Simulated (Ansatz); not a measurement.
# Direct or indirect: Ga2TeS sheet (P3m1)

```xyz
4
Lattice="3.8978 0.0000 0.0000 -1.9489 3.3756 0.0000 0.0000 0.0000 33.5519" Properties=species:S:1:pos:R:3 pbc="T T T"
Te    0.0000    0.0000    7.8986
Ga    1.9489    1.1252   11.7411
Ga    1.9489    1.1252    9.2717
S     0.0000    0.0000   12.6972
```

Method: Ansatz, PBE, independent particles, without spin-orbit coupling, line width 0.1 eV (Gaussian). The band structure gives a fundamental gap of 0.92 eV. The spectrum of vertical transitions near the edge:

```tsv
E (eV)	absorbance (%), E ∥ xy
0.42	0.00
0.54	0.00
0.66	0.00
0.78	0.02
0.90	0.21
1.02	0.42
1.14	0.35
1.26	0.27
1.38	0.22
1.50	0.19
1.62	0.25
1.74	0.40
1.86	0.48
1.98	0.48
2.10	0.46
2.22	0.43
2.34	0.45
2.46	0.81
2.58	1.99
2.70	3.13
2.82	5.62
2.94	6.97
3.06	8.66
3.18	13.08
3.30	22.72
3.42	27.22
3.54	24.00
3.66	19.62
```

(1) Is the gap direct or indirect, and about where do vertical transitions set in?

Answers

(1) Direct: the band path has its least direct gap at the fundamental one, 0.92 eV, and the curves rise from there. Lines are broadened by 0.1 eV, which spreads the edge. Along the first axis the transitions at the gap are weak, so the curve there climbs slowly.

Cells made by substitution are models, which may or may not match a known phase.

[Logs are printed without paths, hosts, clocks, repeated set-up lines and the standing remarks that a program may print on its own settings, such as how far it seeks lower states.]
